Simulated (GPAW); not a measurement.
# Ti L₃ ELNES/XANES of Ti3InC (Pm-3m) from DFT, part 2 of 2

What does one-electron theory with a core hole give for the Ti L₃ edge of Ti3InC (Pm-3m)?

GPAW 26.7.0; X-ray absorption from dipole matrix elements to empty bands, plane-wave PAW LDA.

So far. Step 2 (The field without a hole): The mesh shows no gap, so the system is treated as a metal and the core electron is put at the Fermi level (neutral cell). Step 3 (Spectrum without a core hole, Ti atom 2): Main maxima below 30 eV (height): 1.6 eV (3.75), 3.1 eV (3.53), 5.7 eV (1.09), 8.4 eV (0.71), 14.6 eV (0.49) and 21.0 eV (0.43). At an L edge the dipole rule selects empty d (and weakly s) states on the absorber, and the strong line at the onset measures the empty part of its d band.

**5. Spectrum with XCH, Ti atom 2**

The holes are 7.3 Å apart. In GPAW the data set carries the hole's charge, so charge=0 means a charged cell and charge=-1 a neutral one. The excited electron is kept in the cell, where it fills the lowest empty states and screens the hole. After the field has converged, empty bands are computed with the density fixed and the dipole matrix elements are summed.

The input, xas.py:

```python
import numpy as np
from ase import Atoms
from ase.parallel import parprint, paropen
from gpaw import GPAW, PW, FermiDirac, Mixer, MixerDif, setup_paths
from gpaw.test import gen
setup_paths.insert(0, '.')
gen('Ti', name='fch2p', xcname='LDA', corehole=(2, 1, 1), write_xml=True)
from gpaw.mpi import world
world.barrier()

atoms = Atoms('In4Ti12C4',
    cell=[[4.23556108, 4.23556108, 4.23556108],
     [-4.23556108, 4.23556108, -4.23556108],
     [-4.23556108, 4.23556108, 4.23556108]],
    scaled_positions=[[0, 0, 0],
     [0.5, 0.5, 0],
     [0, 0.5, 0.5],
     [0.5, 0, 0.5],
     [0.25, 0, 0.25],
     [0.75, 0.5, 0.25],
     [0.25, 0.5, 0.75],
     [0.75, 0, 0.75],
     [0.25, 0.75, 0],
     [0.75, 0.25, 0],
     [0.25, 0.25, 0.5],
     [0.75, 0.75, 0.5],
     [0.5, 0.25, 0.75],
     [0, 0.75, 0.75],
     [0.5, 0.75, 0.25],
     [0, 0.25, 0.25],
     [0.5, 0, 0],
     [0, 0.5, 0],
     [0.5, 0.5, 0.5],
     [0, 0, 0.5]],
    pbc=True)
atoms.calc = calc = GPAW(legacy_gpaw=True, mode=PW(430), xc='LDA', setups={4: 'fch2p'},
    kpts={'size': (4, 4, 4), 'gamma': True}, occupations=FermiDirac(0.1),
    charge=-1, mixer=Mixer(0.1, 5, 50), maxiter=150,
    convergence={'density': 0.0001}, txt='scf.txt')
energy = atoms.get_potential_energy() + calc.get_reference_energy()
ef = calc.get_fermi_level()
out = dict(energy=energy, fermi=ef, forces=atoms.get_forces().tolist())
parprint(f'all-electron energy {energy:.4f} eV, Fermi level {ef:.4f} eV')
ev = np.array([[calc.get_eigenvalues(k, s) for k in range(len(calc.get_ibz_k_points()))] for s in range(calc.get_number_of_spins())])
out['homo'], out['lumo'], out['counts'] = ev[ev < ef].max(), ev[ev > ef].min(), sorted(set((ev < ef).sum((0, 2)).tolist()))
out['filled'] = (ev[:, 0] < ef).sum(1).tolist()

from ase.units import Ha
from gpaw.xas import dipole_matrix_elements
nb = int(calc.get_number_of_electrons() / 2) + 243
top, nb = nb, nb + 8 + nb // 12
nscf = calc.fixed_density(kpts={'size': (5, 5, 5), 'gamma': True}, nbands=nb,
    convergence={'bands': top, 'eigenstates': 1e-5}, maxiter=60, txt='nscf.txt')
cell = atoms.cell.array
ops = [cell.T @ U.T @ np.linalg.inv(cell.T) for U in nscf.wfs.kd.symmetry.op_scc]
E = np.arange(-6, 34, 0.1)
fwhm = np.interp(E, [4, 25], [0.9, 3.5])
Y, X, zero, highest = 0, 0, 1e9, 1e9
for spin in range(nscf.get_number_of_spins()):
    wfs = nscf.wfs
    A = dipole_matrix_elements(wfs.setups[4])
    eps = np.zeros((wfs.kd.nibzkpts, nb))
    d = np.zeros((3, A.shape[1], wfs.kd.nibzkpts, nb), complex)
    for kpt in wfs.kpt_u:
        if kpt.s == spin and 4 in kpt.P_ani:
            eps[kpt.k] = kpt.eps_n * Ha
            d[:, :, kpt.k] = (kpt.weight * wfs.nspins / 2) ** 0.5 * np.inner(A, kpt.P_ani[4])
    world.sum(eps)
    world.sum(d)
    T = np.einsum('amkn,bmkn->abkn', d, d.conj()).real
    T = sum(np.einsum('ai,ijkn,bj->abkn', R, T, R) for R in ops) / len(ops)
    empty = eps > ef
    zero, highest = min(zero, eps[empty].min()), min(highest, eps[:, top - 1].min())
    lines = [(eps, T, empty)] if spin == 0 else lines + [(eps, T, empty)]
for eps, T, empty in lines:
    f = np.einsum('aakn->akn', T).reshape(3, -1)
    x = eps.ravel() - zero
    w = np.interp(x, E, fwhm) / 2.35482
    g = np.exp(-0.5 * ((E[:, None] - x) / w) ** 2) / (w * (2 * np.pi) ** 0.5)
    Y = Y + (f * empty.ravel()) @ g.T
    X = X + (f * ~empty.ravel()) @ g.T
out.update(E=E.round(2).tolist(), xas=Y.tolist(), xes=X.tolist(), zero=zero, valid=highest - zero, nk=len(eps), nb=nb)
for i in range(0, len(E), 10):
    parprint(f'{E[i]:7.2f}', *(f'{v:10.3e}' for v in Y[:, i]))
import json
with paropen('out.json', 'w') as f:
    json.dump(out, f)
```

The run is started by

```console
$ OMP_NUM_THREADS=1 mpirun -n 4 gpaw python xas.py
```

Numbers of over 12 decimals in the logs are rounded to 6 here.

Output:

```text
Input parameters:
  charge: -1
  convergence: {density: 0.0001}
  kpts: {gamma: True,
         size: (4, 4, 4)}
  maxiter: 150
  mixer: {backend: pulay,
          beta: 0.1,
          method: separate,
          nmaxold: 5,
          weight: 50}
  mode: {ecut: 430.0,
         name: pw}
  occupations: {fixmagmom: False,
                name: fermi-dirac,
                width: 0.1}
  setups: {4: fch2p}

Initialize ...

[... PAW data sets ...]

Reference energy: -921031.321187  # eV

Spin-paired calculation

[... convergence settings ...]
Symmetries present (total): 4
  [... symmetry matrices ...]

64 k-points: 4 x 4 x 4 Monkhorst-Pack grid + [1/8,1/8,1/8]
18 k-points in the irreducible part of the Brillouin zone
       k-points in crystal coordinates                weights
   0:     0.00000000    0.00000000    0.00000000          1/64
   1:     0.00000000    0.25000000    0.00000000          2/64
   2:     0.00000000    0.50000000    0.00000000          1/64
   3:     0.25000000   -0.25000000   -0.25000000          2/64
   4:     0.25000000    0.00000000    0.00000000          8/64
   5:     0.25000000    0.00000000    0.25000000          2/64
   6:     0.25000000    0.25000000   -0.25000000          2/64
   7:     0.25000000    0.25000000    0.25000000          4/64
   8:     0.25000000    0.50000000   -0.25000000          4/64
   9:     0.25000000    0.50000000    0.00000000          8/64
          ...
  17:     0.50000000    0.50000000    0.50000000          1/64

Wave functions: Plane wave expansion
  Cutoff energy: 430.000 eV
  Number of coefficients (min, max): 6099, 6200
  Pulay-stress correction: 0.000000 eV/Ang^3 (de/decut=0.000000)
  Using FFTW library
  Wavefunction extrapolation:
    Improved wavefunction reuse through dual PAW basis

Occupation numbers: Fermi-Dirac:
  width: 0.1000  # eV

Eigensolver
   Davidson(niter=2)

Densities:
  Coarse grid: 36*36*36 grid
  Fine grid: 72*72*72 grid
  Total Charge: 0.000000

Density mixing:
  Method: separate
  Backend: pulay
  Linear mixing parameter: 0.1
  old densities: 5
  Width of damping distribution: 1.1
  Damping of long wavelength oscillations: 50

[... Hamiltonian set-up ...]
Number of atoms: 20
Number of atomic orbitals: 208
Number of bands in calculation: 132
Number of valence electrons: 213
Bands to converge: occupied

... initialized

Initializing position-dependent things.

Density initialized from atomic densities
Creating initial wave functions:
  132 bands from LCAO basis set

                           Ti

                      Ti
                       Ti In
                 Ti   C    Ti
                     Ti        Ti

           Ti      C  TiTi    C
               In         In
                   Ti

                     TiIn
                   C

Atomic positions and initial magnetic moments

Positions:
   0 In     0.000000    0.000000    0.000000    ( 0.0000,  0.0000,  0.0000)
   1 In     0.000000    4.235561    0.000000    ( 0.0000,  0.0000,  0.0000)
   2 In    -4.235561    4.235561    0.000000    ( 0.0000,  0.0000,  0.0000)
   3 In     0.000000    4.235561    4.235561    ( 0.0000,  0.0000,  0.0000)
   4 Ti     0.000000    2.117781    2.117781    ( 0.0000,  0.0000,  0.0000)
   5 Ti     0.000000    6.353342    2.117781    ( 0.0000,  0.0000,  0.0000)
   6 Ti    -4.235561    6.353342    2.117781    ( 0.0000,  0.0000,  0.0000)
[...]
17 C     -2.117781    2.117781   -2.117781    ( 0.0000,  0.0000,  0.0000)
  18 C     -2.117781    6.353342    2.117781    ( 0.0000,  0.0000,  0.0000)
  19 C     -2.117781    2.117781    2.117781    ( 0.0000,  0.0000,  0.0000)

Unit cell:
           periodic     x           y           z      points  spacing
  1. axis:    yes    4.235561    4.235561    4.235561    36     0.1664
  2. axis:    yes   -4.235561    4.235561   -4.235561    36     0.1664
  3. axis:    yes   -4.235561    4.235561    4.235561    36     0.1664

  Lengths:   7.336207   7.336207   7.336207
  Angles:   70.528779  70.528779 109.471221

Effective grid spacing dv^(1/3) = 0.1868

iter:   1  -228.773554
iter:   2  -182.068101   -0.06  -1.06
iter:   3  -171.988587   -0.54  -1.30
iter:   4  -171.469206   -0.13  -1.42
iter:   5  -170.392778   -0.65  -1.48
iter:   6  -169.027259   -1.54  -1.66
iter:   7  -169.829211   -1.17  -1.68
iter:   8  -169.727183   -1.32  -1.74
iter:   9  -168.752052   -1.33  -1.82
iter:  10  -168.761479   -1.40  -2.18
iter:  11  -168.754083c  -2.44  -2.52
iter:  12  -168.834980c  -1.90  -2.64
iter:  13  -168.793380c  -3.31  -2.41
iter:  14  -168.743954c  -2.25  -2.58
iter:  15  -168.748476c  -2.59  -2.76
iter:  16  -168.755613c  -2.99  -2.80
iter:  17  -168.750111c  -4.10  -2.96
[...]
iter:  21  -168.745450c  -4.62  -3.32
iter:  22  -168.745195c  -5.19  -3.57
iter:  23  -168.745062c  -5.06  -3.74
iter:  24  -168.745079c  -5.50  -4.06c
iter:  25  -168.745076c  -5.71  -4.12c
iter:  26  -168.745152c  -5.63  -4.23c
iter:  27  -168.745142c  -6.57  -4.35c
iter:  28  -168.745147c  -6.92  -4.34c
iter:  29  -168.745161c  -6.71  -4.41c
iter:  30  -168.745150c  -7.55c -4.35c

Converged after 30 iterations.

Dipole moment: (-0.000000, 0.226847, 0.226847) |e|*Ang

Energy contributions relative to reference atoms: (reference = -921031.321187)

Kinetic:       +144.488427
Potential:     -141.440627
External:        +0.000000
XC:            -172.022530
Entropy (-ST):   -0.517589
Local:           +0.488374
SIC:             +0.000000
--------------------------
Free energy:   -169.003944
Extrapolated:  -168.745150

Showing only first 2 kpts
 Kpt  Band  Eigenvalues  Occupancy
  0   104      9.07998    0.66559
  0   105      9.20729    0.24508
  0   106      9.21806    0.22282
  0   107      9.22654    0.20658

  1   104      8.98949    1.10427
  1   105      9.03949    0.85569
  1   106      9.06581    0.72993
[...]
Fermi level: 9.01042

No gap
No difference between direct/indirect transitions

Forces in eV/Ang:
  0 In    0.00000    0.09512    0.09512
  1 In    0.00000   -0.09512    0.09512
  2 In    0.00000    0.09512   -0.09512
  3 In    0.00000   -0.09512   -0.09512
  4 Ti    0.00000   -0.00000   -0.00000
  5 Ti    0.00000    0.00000   -0.00000
  6 Ti    0.00000   -0.00000    0.00000
[...]
17 C     0.00000   -0.00000   -0.00000
 18 C     0.00000   -0.00000   -0.00000
 19 C     0.09688    0.00000    0.00000
Scalar-relativistic atomic LDA calculation for Ti (Titanium, Z=22)
Core hole in 2p state (2p occupation: 5.0)
600 radial gridpoints.
|------------------------------------------------|
|------------------------------------------------|
[... the atom generator's iteration count ...]

Energy contributions:
-------------------------
Kinetic:     +840.951808
XC:           -38.159691
Potential:  -1637.204215
-------------------------
Total:       -834.412098

state      eigenvalue         ekin         rmax
-----------------------------------------------
1s^2.0 :  -181.064528   235.325042        0.046
2s^2.0 :   -21.363941    42.104594        0.267
2p^5.0 :   -18.159148    41.016682        0.216
3s^2.0 :    -2.935989     9.285554        0.841
3p^6.0 :    -2.056013     8.135234        0.857
3d^2.0 :    -0.698827     5.453742        0.842
4s^2.0 :    -0.456177     1.359564        2.533
4p^0.0 :    -0.296469     0.971318        2.997
-----------------------------------------------
(units: Bohr and Hartree)

Generating PAW setup
Kinetic energy of the core from tauc = 764.206873
Cutoffs:
rc(s)=2.400
rc(p)=2.000
rc(d)=2.000
rc(vbar)=1.800
rc(comp)=2.300
rc(nct)=2.400

Kinetic energy of the core states: 759.942682
Charge: 1.0
Core electrons: 9.0
Valence electrons: 12.0
Pseudo-core charge: 0.000000
Shape function alpha=1.890
Pseudo-electron charge 5.471253
state    eigenvalue         norm
--------------------------------
3s(2) :    -2.935989     0.238035
4s(2) :    -0.456177     1.015353
3p(6) :    -2.056013     0.358445
4p(0) :    -0.296469     0.966031
3d(2) :    -0.698827     0.406904
*d    :     0.301173
--------------------------------

Diagonalizing with gridspacing h=0.050

state   all-electron     PAW
-------------------------------
3s:      -2.935989    -2.936286
3p:      -2.056013    -2.056677
3d:      -0.698827    -0.699422
*f:                   -0.027292
-------------------------------
all-electron energy -921200.0663 eV, Fermi level 9.0104 eV
[...]
31.00  2.512e-04  2.243e-04  2.243e-04
  32.00  2.252e-04  2.064e-04  2.064e-04
  33.00  2.040e-04  1.938e-04  1.938e-04
```

Wall time 16 min (4 MPI ranks of Arm Neoverse V2, shared host); peak memory 0.94 GiB; 64 min of CPU time.

The Ti L₃ spectrum, Ti atom 2, excited-electron core hole (neutral cell) (energy from the lowest empty level; intensity scaled to a mean of 1 over the first 20 eV):

```csv
E (eV),intensity
-2.0,0.00
-1.5,0.00
-1.0,0.02
-0.5,0.40
0.0,2.64
0.5,5.18
1.0,5.12
1.5,3.75
2.0,2.50
2.5,2.77
3.0,2.54
3.5,1.50
4.0,0.90
4.5,0.90
5.0,1.02
5.5,0.98
6.0,0.72
6.5,0.49
7.0,0.41
7.5,0.45
8.0,0.54
8.5,0.56
9.0,0.52
9.5,0.45
10.0,0.37
10.5,0.32
11.0,0.32
11.5,0.34
12.0,0.36
12.5,0.38
13.0,0.40
13.5,0.43
14.0,0.45
14.5,0.46
15.0,0.45
15.5,0.41
16.0,0.35
16.5,0.29
17.0,0.25
17.5,0.24
18.0,0.25
18.5,0.27
19.0,0.31
19.5,0.35
20.0,0.39
20.5,0.41
21.0,0.41
21.5,0.40
22.0,0.38
22.5,0.36
23.0,0.35
23.5,0.34
24.0,0.34
24.5,0.33
25.0,0.34
25.5,0.33
26.0,0.33
26.5,0.33
27.0,0.33
27.5,0.33
28.0,0.33
28.5,0.34
29.0,0.34
29.5,0.35
30.0,0.35
30.5,0.35
31.0,0.34
31.5,0.32
32.0,0.31
```

Main maxima below 30 eV (height): 0.7 eV (5.38), 2.7 eV (2.84), 5.2 eV (1.04), 8.4 eV (0.56), 14.5 eV (0.46) and 20.9 eV (0.41). 

The total-energy difference is 455.25 eV. Two terms are added: -1.48 eV, since the hole is spin-paired here and a spin-polarised one costs that much less in the free atom (computed apart); −2.13 eV, a third of the tabulated L₂–L₃ splitting, since the scalar-relativistic hole is their mean. The photon energy is then 451.64 eV. The tabulated edge of the element is 453.8 eV. The functional leaves an error of a few eV in such absolute values.

**6. With and without the hole**

Both curves are counted from their own zero, so only the shift of weight within the empty states shows.

```csv
E (eV),no hole,XCH
-2.0,0.00,0.00
-1.0,0.01,0.02
0.0,1.22,2.64
1.0,3.07,5.12
2.0,2.94,2.50
3.0,3.44,2.54
4.0,1.58,0.90
5.0,0.97,1.02
6.0,1.03,0.72
7.0,0.62,0.41
8.0,0.67,0.54
9.0,0.65,0.52
10.0,0.47,0.37
11.0,0.37,0.32
12.0,0.39,0.36
13.0,0.43,0.40
14.0,0.48,0.45
15.0,0.48,0.45
16.0,0.39,0.35
17.0,0.28,0.25
18.0,0.26,0.25
19.0,0.31,0.31
20.0,0.39,0.39
21.0,0.43,0.41
22.0,0.40,0.38
23.0,0.36,0.35
24.0,0.35,0.34
25.0,0.34,0.34
26.0,0.34,0.33
27.0,0.33,0.33
28.0,0.34,0.33
29.0,0.35,0.34
30.0,0.35,0.35
31.0,0.34,0.34
32.0,0.31,0.31
```

With each curve scaled to its own mean, the area from −2 to 6 eV with the hole is 15.3 against 13.9, and the centre of weight from −1 to 20 eV moves by -0.8 eV (first and strongest maxima below 20 eV: 1.6 eV (3.75), 3.1 eV (3.53) and 5.7 eV (1.09) without the hole, 0.7 eV (5.38), 2.7 eV (2.84) and 5.2 eV (1.04) with it); the shape changes all the same, by 45 % r.m.s.

**7. Outcome**

- absorber and edge: Ti L₃, atom 2 of the ground-state input (counted from 1)
- surroundings: 2 C at 2.12 Å (linear, site symmetry 4/mmm)
- highest intensity below 24 eV: 0.7 eV above the zero, height 5.38
- photon energy of the zero, with the added terms: 451.6 eV (raw 455.3 eV; uncertain by a few eV)

What this shows: The Ti L₃ edge of atom 2, with 2 C at 2.12 Å (linear, site symmetry 4/mmm), has its highest intensity of the first 24 eV at 0.7 eV above the zero, near 452 eV in photon energy (uncertain by a few eV), 5.4 times the mean level of the first 20 eV (Gaussian full width 0.9 eV up to 4 eV, rising linearly to 3.5 eV at 25 eV). With each curve scaled to its own mean, the area from −2 to 6 eV with the hole is 15.3 against 13.9, and the centre of weight from −1 to 20 eV moves by -0.8 eV (first and strongest maxima below 20 eV: 1.6 eV (3.75), 3.1 eV (3.53) and 5.7 eV (1.09) without the hole, 0.7 eV (5.38), 2.7 eV (2.84) and 5.2 eV (1.04) with it); the shape changes all the same, by 45 % r.m.s. One-electron theory leaves out the 2p–3d multiplets that shape measured L edges of 3d elements, and the L₂ edge isn't added. Lifetime broadening is put in by hand, and intensities beyond about 20 eV depend on it and on the partial waves; weight that the partial waves miss at high energy is lost. The structure is a computed Materials Project entry and may be a hypothetical form.

[Banner, clock and machine lines of the logs are left out without a mark of their own.]

[Logs are printed without paths, hosts, clocks, repeated set-up lines and the standing remarks that a program may print on its own settings, such as how far it seeks lower states.]

[Hosts, paths, dates, database ids (printed as entryN), source tags and the programs' standing remarks are cut or masked in the printed files.]

[Lists of maxima count a maximum above −3 eV only where it reaches 4 % of the highest in the window and stands out from its surroundings by 2 % of it (1.5 % where it reaches 55 %); shoulders and weaker maxima are passed over, and of the rest the first, up to two pre-edge ones and the few strongest are named.]
